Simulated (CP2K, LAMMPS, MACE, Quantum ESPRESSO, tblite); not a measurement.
# Bulk modulus two ways: glassy 72SiO2-20Al2O3-4ZnO-4BaO (mol %) (83 atoms), CP2K double zeta, LDA

The cell holds 83 atoms (18 Si, 10 Al, 1 Zn, 1 Ba and 53 O). Recipe: 83 atoms (18 Si, 10 Al, 1 Zn, 1 Ba, 53 O) placed at random at 2.62 g/cm³, melted at 4000 K for 10 ps at fixed volume with the Morse and Coulomb pair potential with partial charges (Pedone, Malavasi, Menziani, Cormack and Segre, J. Phys. Chem. B 110, 11780 (2006)). Quenched from 4000 K to 300 K at 20 K/ps and fixed volume, held 10 ps at zero pressure, then minimised at fixed cell. Then the atoms were relaxed with MACE MP-0b3 medium in the fixed cell.

Calculated with CP2K 2026.2: LDA; DZVP-MOLOPT-SR, GTH-PADE potentials, 800 Ry; k-points Γ. The cell is scaled evenly by ±3 % in volume, and MACE MP-0b3 medium relaxes the atoms at each volume before the single point.

```
volume (Å³/atom)  energy less the middle row's (meV/atom)  pressure (GPa)
          13.057                                   -2.963          -3.626
          13.461                                    0.000          -4.909
          13.865                                    7.506          -6.389
```

**Question.** Find the bulk modulus at the middle volume from the pressures and from the energies, and check the printed pressure against the slope of the energy (1 meV/Å³ = 0.16022 GPa).

**Working.**

The step is h = 0.4038 Å³. From pressures: B = −V dP/dV = 13.461 × (-3.626 − (-6.389)) / (2 × 0.4038) = 46.1 GPa.

From energies: B = V d²E/dV² = 13.461 × (-2.963 + (7.506)) / 0.4038² = 375.0 meV/Å³ = 60.1 GPa.

Slope: P = −dE/dV = −(7.506 − (-2.963)) / (2 × 0.4038) = -13.0 meV/Å³ = -2.08 GPa, against -4.91 GPa printed.

The modulus from energies lies 30 % over that from pressures.

A central difference over ±3 % overstates P by about B(1 + B′)(0.03)²/6, some 0.03 GPa for B′ = 4, which is small against the gap found. The atoms follow MACE MP-0b3 medium, so this level's forces do work along the path, which enters the energies but not the printed pressures.

Limits: three points, a static cell at zero temperature, the cell shape held; the modulus is that at -4.9 GPa, not at zero pressure.

[Logs are printed without paths, hosts, clocks, repeated set-up lines and the standing remarks that a program may print on its own settings, such as how far it seeks lower states.]

[Hosts, paths, dates, database ids (printed as entryN), source tags and the programs' standing remarks are cut or masked in the printed files.]
